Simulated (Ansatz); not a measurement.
**W2NO2 monolayer: following an unstable mode**

Wanted: the energy along a soft mode of W2NO2 monolayer and the structure at the end.

Main program and level: Ansatz 0.2.0; DFT LDA, scalar-relativistic, plane waves, PAW; PAW set soft_1.

### Step 1. The structure

The cell holds 5 atoms: 1 N, 2 W and 2 O. Cell: a = 3.137 Å, b = 3.137 Å, c = 32.600 Å, α = 90.0°, β = 90.0°, γ = 120.0°. Vacuum lies along c.

Structure file:

```cif
data_structure
_symmetry_space_group_name_H-M 'P 1'
_symmetry_Int_Tables_number 1
_cell_length_a 3.1367
_cell_length_b 3.1367
_cell_length_c 32.6000
_cell_angle_alpha 90.000
_cell_angle_beta 90.000
_cell_angle_gamma 120.000
_cell_volume 277.77
loop_
_atom_site_label
_atom_site_type_symbol
_atom_site_fract_x
_atom_site_fract_y
_atom_site_fract_z
_atom_site_occupancy
N1 N 0.00000 0.00000 0.30675 1
W2 W 0.33333 0.66667 0.33822 1
W3 W 0.66667 0.33333 0.27527 1
O4 O 0.66667 0.33333 0.36945 1
O5 O 0.33333 0.66667 0.24405 1
```

### Step 2. Phonons on a q mesh

The cell comes from relaxations at this level that are not shown. Stability and thermal properties need the whole zone. Linear response on a 4×4×1 q mesh gives force constants as far as a supercell of that size would.

Input file input.yaml:

```yaml
crystal:
  lattice:
    - [3.1366917155, 0.0, 0.0]
    - [-1.5683458578, 2.7164547095, 0.0]
    - [0.0, 0.0, 32.6]
  atoms:
    - { symbol: "N", position: [0.0, 0.0, 0.3067484663] }
    - { symbol: W, position: [0.3333333333, 0.6666666667, 0.3382232602] }
    - { symbol: W, position: [0.6666666667, 0.3333333333, 0.2752736724] }
    - { symbol: O, position: [0.6666666667, 0.3333333333, 0.3694467436] }
    - { symbol: O, position: [0.3333333333, 0.6666666667, 0.244050189] }
  periodic: [true, true, false]
kpoints:
  mp_grid: { grid: [20, 20, 1] }
hamiltonian:
  xc: lda
  pseudopotentials: { kind: paw, azcp: { folder: soft_1 }, xc_functional: pbe }
scf:
  occupations: { method: methfessel_paxton, width: 0.2 }
output:
  eigenvalues: true
phonons:
  method: dfpt
  qmesh: [4, 4, 1]
  temperatures: { t_max: 1000, t_step: 50 }
  qpath:
    path:
      - [0.0, 0.0, 0.0]
      - [0.5, 0.0, 0.0]
      - [0.33333333, 0.33333333, 0.0]
      - [0.0, 0.0, 0.0]
    npoints: 10
```

Started as:

```console
ansatz run input.yaml --threads 4 --pin off --max-ram 16384MiB --backend cpu --events-out ev --progress --plain --runs-dir out
```

Numbers of over 12 decimals in the logs are rounded to 6 here.

What it wrote:

```text
Warning: crystal.symmetry: narrowed to the stabiliser of the run's FFT grids — unitary ops 12 → 6. A phonons.method: dfpt run fills in the rows of the dynamical matrix that it does not solve by its symmetry operations, which is exact only for operations that map its FFT grids onto themselves: filled in by any other, the frequencies could depend on the order in which like atoms are typed, or, by more than the grids' own error, on where the crystal sits among the grids' points. Excluded: 6 operations. The run can therefore solve more perturbations, solve them on more k-points, or both, and cost more. [rest of the remark cut]
Engine: ansatz 0.2.0, aarch64-unknown-linux-gnu
Pseudopotentials: kind: paw
Pseudopotential: N, paw, valence charge 5, recommended cutoff 420 eV (normal), soft_1/N.paw.azcp
Pseudopotential: W, paw, valence charge 14, recommended cutoff 420 eV (normal), soft_1/W.paw.azcp
Pseudopotential: O, paw, valence charge 6, recommended cutoff 420 eV (normal), soft_1/O.paw.azcp
Functional definition: SPW92
  exchange = slater_x
  correlation = pw_c
Crystal: 5 atoms, lattice volume = 277.774 Å³
Basis set: ecut = 420 eV, 5401 PW (Γ), exchange–correlation on 48×48×450 points (8 copies of the dense FFT grid, shifted against one another)
Bands: 28, of which v1, the nominal top of the filled ones, is band 23 counted from 1 (22 counted from 0)
Symmetry: 12 space group operations
k-points: 44 of 400 (irreducible under 6 space group operations, time reversal used)
Non-local potential: N, projectors of the file, l = 0: 2, l = 1: 2, l = 2: 1
Non-local potential: W, projectors of the file, l = 0: 3, l = 1: 2, l = 2: 2, l = 3: 1
Non-local potential: O, projectors of the file, l = 0: 2, l = 1: 2, l = 2: 1
PAW form: soft (Blöchl's): semilocal exchange-correlation on the pseudo side does not see the compensation charge
PAW frozen core: N, regenerated for the run's functional, and the local potential with it (the file was generated under x = pbe(κ = 0.804, μ = 0.219515), c = pbe(β = 0.066725))
PAW frozen core: W, regenerated for the run's functional, and the local potential with it (the file was generated under x = pbe(κ = 0.804, μ = 0.219515), c = pbe(β = 0.066725))
PAW frozen core: O, regenerated for the run's functional, and the local potential with it (the file was generated under x = pbe(κ = 0.804, μ = 0.219515), c = pbe(β = 0.066725))
PAW one-centre angular grid: N, 110 points (default); XC on 64 Gauss nodes
PAW one-centre angular grid: W, 590 points (default); XC on 64 Gauss nodes
PAW one-centre angular grid: O, 110 points (default); XC on 64 Gauss nodes
Initial density: superposition of atomic densities (neutral atoms: chi_scale 0, normalization atom)
Initial wavefunctions: pseudopotential atomic-orbital guess
Functional: x = slater, c = lda
SCF iter   1: F=—  HF=-21750.219210 eV  |F-HF|=—  |Δ(HF+E_count)|=         —  Δρ=7.29e-2  dr2=1.61e1  ethr=3.10e-3  ⟨swp⟩=13.0  Hψ=9548  notcnv=0
preconditioner: auto → LDOS  [metal: Δε(μ)=0.019 eV  Ē_g=11.927 eV  σ=0.200 eV  W_gap=0.08  n_scr=20 (ndim 8)  ℏωp=12.0 eV  f_vac=0.778  D(μ)=2.27/eV (n_scr^D=12)  β→1.0]
SCF iter   2: F=—  HF=-21748.289569 eV  |F-HF|=—  |Δ(HF+E_count)|=    1.93e0  S|Δr|=    0.00e0  Δρ=7.04e-2  dr2=1.06e1  ethr=3.10e-3  ⟨swp⟩=6.0  Hψ=5128  notcnv=0  defer=43
SCF iter   3: F=—  HF=-21745.972468 eV  |F-HF|=—  |Δ(HF+E_count)|=    2.32e0  S|Δr|=    0.00e0  Δρ=1.40e-2  dr2=5.04e-1  ethr=3.10e-3  ⟨swp⟩=4.9  Hψ=4143  notcnv=0  defer=39
SCF iter   4: F=—  HF=-21745.870406 eV  |F-HF|=—  |Δ(HF+E_count)|=   1.02e-1  S|Δr|=    0.00e0  Δρ=2.65e-3  dr2=1.88e-2  ethr=1.12e-3  ⟨swp⟩=3.0  Hψ=2851  notcnv=0  defer=44
SCF iter   5: F=—  HF=-21745.867406 eV  |F-HF|=—  |Δ(HF+E_count)|=   3.00e-3  S|Δr|=    0.00e0  Δρ=4.33e-4  dr2=4.63e-4  ethr=4.18e-5  ⟨swp⟩=3.8  Hψ=3149  notcnv=0  defer=44
SCF iter   6: F=—  HF=-21745.867431 eV  |F-HF|=—  |Δ(HF+E_count)|=   2.51e-5  S|Δr|=    0.00e0  Δρ=1.13e-4  dr2=2.06e-5  ethr=1.03e-6  ⟨swp⟩=3.4  Hψ=2876  notcnv=0  defer=44
SCF iter   7: F=—  HF=-21745.867477 eV  |F-HF|=—  |Δ(HF+E_count)|=   4.60e-5  S|Δr|=    0.00e0  Δρ=2.73e-5  dr2=1.37e-6  ethr=4.58e-8  ⟨swp⟩=3.6  Hψ=2918  notcnv=0  defer=44
SCF iter   8: F=—  HF=-21745.867310 eV  |F-HF|=—  |Δ(HF+E_count)|=   1.67e-4  S|Δr|=    0.00e0  Δρ=5.54e-6  dr2=4.69e-8  ethr=3.03e-9  ⟨swp⟩=4.2  Hψ=3246  notcnv=0  defer=44
SCF iter   9: F=—  HF=-21745.867311 eV  |F-HF|=—  |Δ(HF+E_count)|=   4.59e-7  S|Δr|=    0.00e0  Δρ=1.16e-6  dr2=2.71e-9  ethr=1.04e-10  ⟨swp⟩=3.7  Hψ=3089  notcnv=0  defer=44
SCF iter  10: F=—  HF=-21745.867311 eV  |F-HF|=—  |Δ(HF+E_count)|=   5.65e-8  S|Δr|=    0.00e0  Δρ=2.34e-7  dr2=1.15e-10  ethr=6.02e-12  ⟨swp⟩=3.8  Hψ=2928  notcnv=0  defer=44
SCF iter  11: F=-21745.867311 eV  HF=-21745.867311 eV  |F-HF|=5.46e-11  |Δ(HF+E_count)|=   5.88e-9  S|Δr|=    0.00e0  Δρ=4.30e-8  dr2=2.94e-12  ethr=1.00e-12  ⟨swp⟩=25.8  Hψ=12491  notcnv=0
SCF 1 converged in 11 iterations: F = -21745.867311 eV  dr2 = 2.94e-12
  greatest PAW one-centre occupation: 0.999 electrons in one spin orbital (limit 2), on the W atom at site 2 (counted from 0), in its partial waves of l = 0
phonons: the bands overlap, so this run is a metal and interpolates without the dipole-dipole term. If the crystal is really an insulator or semiconductor, its LO-TO splitting is missing
NSCF: frozen V_eff on 44 k-points
WARN: eigensolver did not converge (k=8): 1 band(s) unlocked after 2 eigensolves, warm-restarted (20 sweeps on the last) at ethr=1.66e-12 eV (storage-precision floor; scheduled 1.00e-12 eV) (lowest unlocked band 27, counted from 0; max residual 7.41e-6 eV among the unlocked bands, 7.41e-6 eV over every band; other slots of this pass that fall short are told together in one closing line; warning suppressed until the next SCF loop or pass starts)
WARN: eigensolver did not converge in 5 slots of this pass, the one above among them; of largest residual over every band (k=17): 1 band(s) unlocked (lowest unlocked band 27, counted from 0; max residual 5.71e-5 eV among the unlocked bands, 5.71e-5 eV over every band); of lowest unlocked band (k=8): band 27
NSCF: frozen V_eff on 111 k-points
DFPT response loops at q = (0, 0, 0) (fractional): preconditioner auto → none (partly filled bands, converged f_vac=0.788); β = 0.50; Broyden in place of MSR1
NSCF: frozen V_eff on 420 k-points
DFPT response loops at q = (0, 0.25, 0) (fractional): mixed as the last ones told, above
NSCF: frozen V_eff on 222 k-points
DFPT response loops at q = (0, -0.5, 0) (fractional): mixed as the last ones told, above
NSCF: frozen V_eff on 800 k-points
DFPT response loops at q = (0.25, 0.25, 0) (fractional): mixed as the last ones told, above
SCF converged after 11 iterations
Stability not checked: this state was not tested for a lower state beside it, because cold or Methfessel-Paxton smearing, or corrected tetrahedra, fill the levels in a way that the test cannot read (fill_not_monotonic; see scf.lower_state_search)
Free energy (F): -21745.867311 eV
Harris-Foulkes:  -21745.867311 eV  (|F-HF|=5.46e-11)
Internal energy: -21745.866150 eV  (E = F + TS)
E sigma→0 (E₀):  -21745.867021 eV
Entropy (-TS):   -0.001161 eV (-0.232 meV/atom)
Fermi energy:    -5.748076 eV
--- Per-component energies (eV) ---
  E_band       = -1270.730522
  E_kinetic    = 1315.575286
  E_local      = -142347.382302  (includes V_loc(G=0)·N_el)
  E_nonlocal   = 106.561920
  E_hartree    = 70408.934229
  E_xc         = -731.750027
  E_vxc        = -719.504260  (∫ρ·V_xc dr)
  E_paw        = -17071.160322  (= ΣΔE_a)
  E_vpaw       = -443.852512  (= ΣTr[D̂ρ^β])
  E_aug_tail   = 0.002750  (compensation charges beyond the density's cutoff)
  E_ewald      = 66572.511931
  E_core_change = 0.840386  (= ΣΔE_core)
  E_smearing   = -0.001161  (= −TS)
  E_closure    = 0.000000  (closes the sum)
  Σ components = -21745.867311   (vs F -21745.867311, Δ=0.00e0)
--- Band table (eV; the first three rows and the last of 44) ---
  k-point 0: bands = [... 19 lower, -9.5371, -8.6266, -8.6266, -6.4369, -4.6114, -4.6114, -4.3270, -2.8094, ... 1 higher]
  k-point 1: bands = [... 19 lower, -9.4638, -8.4167, -8.4009, -6.4770, -4.5852, -4.5475, -4.3040, -2.9088, ... 1 higher]
  k-point 2: bands = [... 19 lower, -9.3263, -8.1554, -7.9886, -6.5169, -4.4957, -4.4020, -4.2320, -3.0887, ... 1 higher]
  k-point 43: bands = [... 19 lower, -10.4390, -6.9355, -6.7237, -6.5410, -3.8584, -3.7114, -3.1575, -1.5258, ... 1 higher]
--- Phonons (Γ-DFPT): 10 representative perturbations + reference (Σ response iterations 56) ---
  ASR residual: 5.062e-5 → 0.000e0 eV/Å²; symmetrization residual: 4.394e-6 eV/Å²
  The last average, over the group as it would stand without the narrowing to the FFT grids, took up to 2.130e-6 eV/Å² of the zone centre's force constants
  ASR residual per site (eV/Å²): 1.92e-5 5.06e-5 4.85e-5 3.99e-5 3.57e-5
  Γ frequencies (cm⁻¹): 0.00 0.00 0.00 118.54 118.54 234.38 391.22 391.22 427.75 427.75 463.60 541.79 552.50 716.35 716.35
--- Phonons (arbitrary-q DFPT): 4 irreducible q on the 4×4×1 mesh ---
  q = [0.0000, 0.0000, 0.0000] (star 1, of the zone-centre solve; hermiticity 2.64e-7, symmetrization 5.15e-11, taken by the last average 6.41e-8): -0.00 0.00 0.00 118.54 118.54 234.38 391.22 391.22 427.75 427.75 463.60 541.79 552.50 716.35 716.35
  q = [0.0000, 0.2500, 0.0000] (star 6, 15 solved perturbations on 210 of 400 k-point pairs; hermiticity 2.97e-7, symmetrization 1.11e-10, taken by the last average 1.27e-7): -139.14 -86.39 60.30 125.38 132.32 196.40 351.30 395.34 420.37 446.03 480.87 504.41 535.99 717.80 727.09
  q = [0.0000, -0.5000, 0.0000] (star 3, 15 solved perturbations on 111 of 400 k-point pairs; hermiticity 1.79e-7, symmetrization 9.61e-11, taken by the last average 9.04e-8): -134.58 -43.98 136.63 144.13 151.20 238.08 408.22 418.47 419.81 441.09 455.91 493.71 515.88 691.70 724.51
  q = [0.2500, 0.2500, 0.0000] (star 6, 10 solved perturbations in 3050 linear systems a pass and spin channel, the states on 400 of 400 k-point pairs; hermiticity 1.97e-7, symmetrization 5.55e-11, taken by the last average 1.62e-7): -144.09 22.49 118.62 131.92 153.92 232.12 369.03 423.48 425.93 427.32 472.95 482.42 525.45 718.99 744.19
  sum rule: each row above includes the acoustic sum rule's correction from the zone centre's row sums; it moved no ω² by more than (0.82 cm⁻¹)²
  mesh force constants: q→R imaginary residual 5.90e-18; ASR residual 5.062e-5 → 0.000e0 eV/Å²; symmetrization residual 1.066e-14 eV/Å²
  interpolated dispersion: 31 rows × 15 modes
  density of states and harmonic sums: on the 24×24×1 q-mesh, interpolated from the force constants of a 4×4×1 supercell (no non-analytic term)
  largest difference from the sums on the solved wave vectors: F 6.89e-2 eV, S 8.94e-5 and C_V 2.08e-5 eV/K
  zero-point energy: 0.320805 eV/cell   skipped modes (ω ≤ 0): 117, of them read as no rigid motion or as one in doubt: 114 (1.920e0 modes/cell left out, lowest -162.65 cm⁻¹)   left out of the sums: 1.28e-1 of the cell's modes: C_V's classical limit lies that fraction below 3 k_B per atom; for a crystal, a wire or a layer, F and S can be off by more, and a phonons.interpolated_qmesh denser along its periods is the remedy for the sampling
```

Elapsed: 35 min, on 4 threads of Arm Neoverse V1, shared host; peak memory 5.5 GiB.

The column dr2 measures how far the density is from self-consistency, as an energy; F and HF (Harris–Foulkes) agree once it is small.

Numbers from this step:

| Item | Value |
| --- | --- |
| gap on the k-mesh | 0 eV |
| sum-rule residual before enforcement | 5.06e-5 eV/Å² |
| lowest frequency on the path | -162.6 cm⁻¹ |
| point group | -3m |
| highest frequency on the path or at a solved wavevector | 747.4 cm⁻¹ |
| area per atom | 1.704 Å² |
| highest optical mode at the zone centre (no LO-TO term) | 716.4 cm⁻¹ |
| lowest optical zone-centre mode | 118.5 cm⁻¹ |
| lowest mode on the q mesh (acoustic modes at Γ apart) | -144.1 cm⁻¹ |

Frequencies (cm⁻¹) solved at each irreducible wavevector; negative means imaginary. Frequencies by wavevector, by row:

| q in reciprocal lattice units | star | mode 1 | mode 2 | mode 3 | mode 4 | mode 13 | mode 14 | mode 15 |
| --- | --- | --- | --- | --- | --- | --- | --- | --- |
| 0 0 0 | 1 | 0 | 0 | 0 | 118.5 | 552.5 | 716.4 | 716.4 |
| 0 0.25 0 | 6 | -139.1 | -86.4 | 60.3 | 125.4 | 536 | 717.8 | 727.1 |
| 0 -0.5 0 | 3 | -134.6 | -44 | 136.6 | 144.1 | 515.9 | 691.7 | 724.5 |
| 0.25 0.25 0 | 6 | -144.1 | 22.5 | 118.6 | 131.9 | 525.5 | 719 | 744.2 |

Interpolated from a 4×4×1 q mesh. The phonon branches at the labelled points (cm⁻¹):

| point | branch 1 | branch 2 | branch 3 | branch 4 | branch 12 | branch 13 | branch 14 | branch 15 |
| --- | --- | --- | --- | --- | --- | --- | --- | --- |
| Γ | 0 | 0 | 0 | 118 | 542 | 552 | 716 | 716 |
| halfway | -139 | -86 | 60 | 125 | 504 | 536 | 718 | 727 |
| M | -135 | -44 | 137 | 144 | 494 | 516 | 692 | 724 |
| halfway | -113 | -67 | 133 | 142 | 480 | 520 | 712 | 741 |
| K | -51 | 43 | 43 | 144 | 474 | 528 | 743 | 743 |
| halfway | -163 | 15 | 85 | 98 | 488 | 534 | 722 | 727 |
| Γ | 0 | 0 | 0 | 118 | 542 | 552 | 716 | 716 |

Symmetry leaves 4 wavevectors to solve. The lowest mode among them, the acoustic zeros apart, lies at q = (0.25, 0.25, 0) and is imaginary, 144.1i cm⁻¹, so the energy falls along it. Between them the interpolated path dips to 163i cm⁻¹.

### Step 3. The mode frozen in, largest atomic shift 0 Å

The mode followed lies at q = (0, -0.5, 0) with frequency 134.6i cm⁻¹, one of the unstable modes though not the softest. At small amplitude the distorted cell has space group no. 11 by a symmetry search on the positions. The undistorted cell that holds it gives the zero of energy on the same k mesh.

System of this step: W2NO2 monolayer. The cell holds 10 atoms: 2 N, 4 W and 4 O. Cell: a = 3.137 Å, b = 5.433 Å, c = 32.600 Å, α = 90.0°, β = 90.0°, γ = 90.0°. It derives from W2NO2. Vacuum lies along c.

Input file input.yaml:

```yaml
crystal:
  lattice:
    - [3.1366917155, 0.0, 0.0]
    - [0.0, 5.4329094189, 0.0]
    - [0.0, 0.0, 32.6]
  atoms:
    - { symbol: "N", position: [0.5, 0.5, 0.3067484663] }
    - { symbol: "N", position: [0.0, 0.0, 0.3067484663] }
    - { symbol: W, position: [0.0, 0.3333333333, 0.3382232602] }
    - { symbol: W, position: [0.5, 0.8333333333, 0.3382232602] }
    - { symbol: W, position: [0.5, 0.1666666667, 0.2752736724] }
    - { symbol: W, position: [1.0, 0.6666666667, 0.2752736724] }
    - { symbol: O, position: [0.5, 0.1666666667, 0.3694467436] }
    - { symbol: O, position: [1.0, 0.6666666667, 0.3694467436] }
    - { symbol: O, position: [0.0, 0.3333333333, 0.244050189] }
    - { symbol: O, position: [0.5, 0.8333333333, 0.244050189] }
  periodic: [true, true, false]
kpoints:
  mp_grid: { grid: [12, 8, 1] }
hamiltonian:
  xc: lda
  pseudopotentials: { kind: paw, azcp: { folder: soft_1 }, xc_functional: pbe }
scf:
  occupations: { method: methfessel_paxton, width: 0.2 }
output:
  forces: true
  stress: true
  eigenvalues: true
```

What it wrote:

```text
[...]
Crystal: 10 atoms, lattice volume = 555.548 Å³
Basis set: ecut = 420 eV, 10877 PW (Γ)
Bands: 55, of which v1, the nominal top of the filled ones, is band 45 counted from 1 (44 counted from 0)
Symmetry: 8 space group operations
[...]
k-points: 35 of 96
[...]
k-point 0: bands = [... 41 lower, -8.6261, -8.1547, -6.4369, -5.8229, -5.6346, -4.6118, -4.6112, -4.4066, ... 6 higher]
  k-point 1: bands = [... 41 lower, -8.3033, -8.1762, -6.4927, -5.9210, -5.6071, -4.5694, -4.5157, -4.2910, ... 6 higher]
  k-point 2: bands = [... 41 lower, -8.0788, -7.7776, -6.4921, -6.1768, -5.5756, -4.4200, -4.3318, -4.2412, ... 6 higher]
  k-point 34: bands = [... 41 lower, -8.1538, -5.8238, -5.8238, -5.6355, -5.6355, -4.4077, -4.4077, -4.0460, ... 6 higher]
[key lines of the parts left out:]
SCF converged after 9 iterations
Free energy (F): -43491.735292 eV
Fermi energy:    -5.745647 eV
P = ½ c Tr σ = 0.0117 N/m
```

Wall time 25 s (4 threads); peak memory 1.4 GiB.

Numbers from this step:

```yaml
energy_from_the_undistorted_cell: 0 meV/atom
```

### Step 4. The mode frozen in, largest atomic shift 0.22 Å

The atoms are moved along the unstable eigenvector, the largest shift by 0.22 Å, with the cell fixed.

input.yaml, the sections that differ from step 3:

```yaml
crystal:
  lattice:
    - [3.1366917155, 0.0, 0.0]
    - [0.0, 5.4329094189, 0.0]
    - [0.0, 0.0, 32.6]
  atoms:
    - { symbol: "N", position: [0.5, 0.5083391538, 0.3133522826] }
    - { symbol: "N", position: [0.0, -0.0083391538, 0.3001446499] }
    - { symbol: W, position: [0.0, 0.3156589017, 0.3385516608] }
    - { symbol: W, position: [0.5, 0.851007765, 0.3378948596] }
    - { symbol: W, position: [0.5, 0.1843410983, 0.2749452717] }
    - { symbol: W, position: [1.0, 0.648992235, 0.275602073] }
    - { symbol: O, position: [0.5, 0.1656166545, 0.3728033571] }
    - { symbol: O, position: [1.0, 0.6677166788, 0.3660901301] }
    - { symbol: O, position: [0.0, 0.3343833455, 0.2406935755] }
    - { symbol: O, position: [0.5, 0.8322833212, 0.2474068025] }
  periodic: [true, true, false]
# kpoints, hamiltonian, scf, output: as in step 3
```

What it wrote:

```text
[...]
Crystal: 10 atoms, lattice volume = 555.548 Å³
Basis set: ecut = 420 eV, 10877 PW (Γ)
Bands: 55, of which v1, the nominal top of the filled ones, is band 45 counted from 1 (44 counted from 0)
Symmetry: 4 space group operations
[...]
k-points: 35 of 96
[...]
k-point 0: bands = [... 41 lower, -8.5308, -8.0501, -6.7062, -6.0193, -5.8966, -4.7927, -4.6744, -4.5743, ... 6 higher]
  k-point 1: bands = [... 41 lower, -8.3481, -7.9416, -6.7750, -6.0871, -6.0431, -4.7138, -4.6070, -4.5380, ... 6 higher]
  k-point 2: bands = [... 41 lower, -7.9671, -7.6928, -6.8393, -6.3813, -6.1812, -4.5518, -4.5025, -4.4023, ... 6 higher]
  k-point 34: bands = [... 41 lower, -8.1309, -5.9481, -5.9481, -5.7273, -5.7273, -4.7298, -4.7298, -4.0202, ... 6 higher]
[key lines of the parts left out:]
SCF converged after 10 iterations
Free energy (F): -43491.856974 eV
Fermi energy:    -6.000771 eV
P = ½ c Tr σ = -3.0478 N/m
```

It took 26 s on 4 threads; peak memory 1.4 GiB; 1.7 min of CPU time.

Numbers from this step:

- energy from the undistorted cell: -12.23 meV/atom

The energy, extrapolated to zero smearing, is -12.23 meV/atom against the undistorted cell.

### Step 5. Energy along the mode, all amplitudes (two of the runs are shown above)

An imaginary frequency means negative curvature, so the energy should fall and then rise again as anharmonic terms take over.

This step gave:

| Item | Value |
| --- | --- |
| depth at the lowest point sampled | 12.23 meV/atom |
| largest atomic shift at that point | 0.22 Å |

Table of energy from the parent by largest atomic shift:

| largest atomic shift (Å) | energy from the parent (meV/atom) |
| --- | --- |
| 0.000 | 0 |
| 0.040 | -0.986 |
| 0.080 | -3.65 |
| 0.140 | -9.04 |
| 0.220 | -12.2 |
| 0.320 | 10.1 |

Displacement at unit largest shift by atom:

| atom | x (Å) | y (Å) | z (Å) | size |
| --- | --- | --- | --- | --- |
| N1 | 0.00 | 0.21 | 0.98 | 1.00 |
| N2 | 0.00 | -0.21 | -0.98 | 1.00 |
| W3 | 0.00 | -0.44 | 0.05 | 0.44 |
| W4 | 0.00 | 0.44 | -0.05 | 0.44 |
| W5 | 0.00 | 0.44 | -0.05 | 0.44 |
| W6 | 0.00 | -0.44 | 0.05 | 0.44 |
| O7 | 0.00 | -0.03 | 0.50 | 0.50 |
| O8 | 0.00 | 0.03 | -0.50 | 0.50 |
| O9 | 0.00 | 0.03 | -0.50 | 0.50 |
| O10 | 0.00 | -0.03 | 0.50 | 0.50 |

The lowest of the steps tried is at 0.22 Å, 12.2 meV/atom below the parent; the bottom of the well need not coincide with a step.

(Continued in part 2 of 2.)

[Logs are printed without paths, hosts, clocks, repeated set-up lines and the standing remarks that a program may print on its own settings, such as how far it seeks lower states.]

[Hosts, paths, dates, database ids (printed as entryN), source tags and the programs' standing remarks are cut or masked in the printed files.]
